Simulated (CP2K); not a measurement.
Two runs for the C K edge of 2-isocyanofuran. Run A: CP2K XAS_TDP, all-electron GAPW, PBEh(45%), aug-cc-pVDZ, TDA, no relativity. Run B differs in one setting.

First lines with a strength over 0.0015. A:

| atom | energy (eV) | states | strength, one atom |
| --- | --- | --- | --- |
| C1 (bonded to N) | 281.44 | 1 | 0.0739 |
|  | 281.52 | 1 | 0.0655 |
|  | 287.23 | 1 | 0.0016 |
|  | 287.61 | 1 | 0.0070 |
|  | 287.75 | 1 | 0.0020 |
| C3 (bonded to C, N and O) | 283.92 | 1 | 0.0459 |
|  | 286.46 | 1 | 0.0173 |
|  | 287.80 | 1 | 0.0016 |
|  | 288.37 | 1 | 0.0164 |
|  | 288.63 | 1 | 0.0032 |
| C4 (bonded to 2 C and H) | 281.73 | 1 | 0.0445 |
|  | 284.58 | 1 | 0.0074 |
|  | 284.75 | 1 | 0.0107 |
|  | 285.37 | 1 | 0.0019 |
|  | 285.81 | 1 | 0.0029 |
| C5 (bonded to 2 C and H) | 282.08 | 1 | 0.0447 |
|  | 283.60 | 1 | 0.0101 |
|  | 284.55 | 1 | 0.0105 |
|  | 285.69 | 1 | 0.0025 |
|  | 285.72 | 1 | 0.0026 |
| C6 (bonded to C, O and H) | 282.60 | 1 | 0.0528 |
|  | 285.93 | 1 | 0.0195 |
|  | 286.08 | 1 | 0.0036 |
|  | 286.37 | 1 | 0.0144 |
|  | 287.01 | 1 | 0.0042 |

B:

| atom | energy (eV) | states | strength, one atom |
| --- | --- | --- | --- |
| C1 (bonded to N) | 288.52 | 1 | 0.0721 |
|  | 288.59 | 1 | 0.0639 |
|  | 294.30 | 1 | 0.0016 |
|  | 294.68 | 1 | 0.0068 |
|  | 294.82 | 1 | 0.0019 |
| C3 (bonded to C, N and O) | 289.19 | 1 | 0.0450 |
|  | 291.73 | 1 | 0.0170 |
|  | 293.07 | 1 | 0.0016 |
|  | 293.64 | 1 | 0.0161 |
|  | 293.90 | 1 | 0.0032 |
| C4 (bonded to 2 C and H) | 287.46 | 1 | 0.0436 |
|  | 290.30 | 1 | 0.0073 |
|  | 290.48 | 1 | 0.0105 |
|  | 291.10 | 1 | 0.0019 |
|  | 291.53 | 1 | 0.0029 |
| C5 (bonded to 2 C and H) | 288.02 | 1 | 0.0438 |
|  | 289.54 | 1 | 0.0099 |
|  | 290.49 | 1 | 0.0102 |
|  | 291.63 | 1 | 0.0024 |
|  | 291.66 | 1 | 0.0025 |
| C6 (bonded to C, O and H) | 288.34 | 1 | 0.0517 |
|  | 291.67 | 1 | 0.0191 |
|  | 291.82 | 1 | 0.0035 |
|  | 292.11 | 1 | 0.0141 |
|  | 292.75 | 1 | 0.0042 |

Question: Which was it: the basis, GW2X switched on, the functional, scalar relativity switched on?

GW2X switched on. GW2X shifts an atom's lines together and keeps their spacings. Against PBEh(45%) in aug-cc-pVDZ, the leading lines move by +7.08 eV (C1, to 288.52), +5.27 eV (C3, to 289.19), +5.73 eV (C4, to 287.46), +5.94 eV (C5, to 288.02) and +5.74 eV (C6, to 288.34).

[Hosts, paths, dates, database ids (printed as entryN), source tags and the programs' standing remarks are cut or masked in the printed files.]
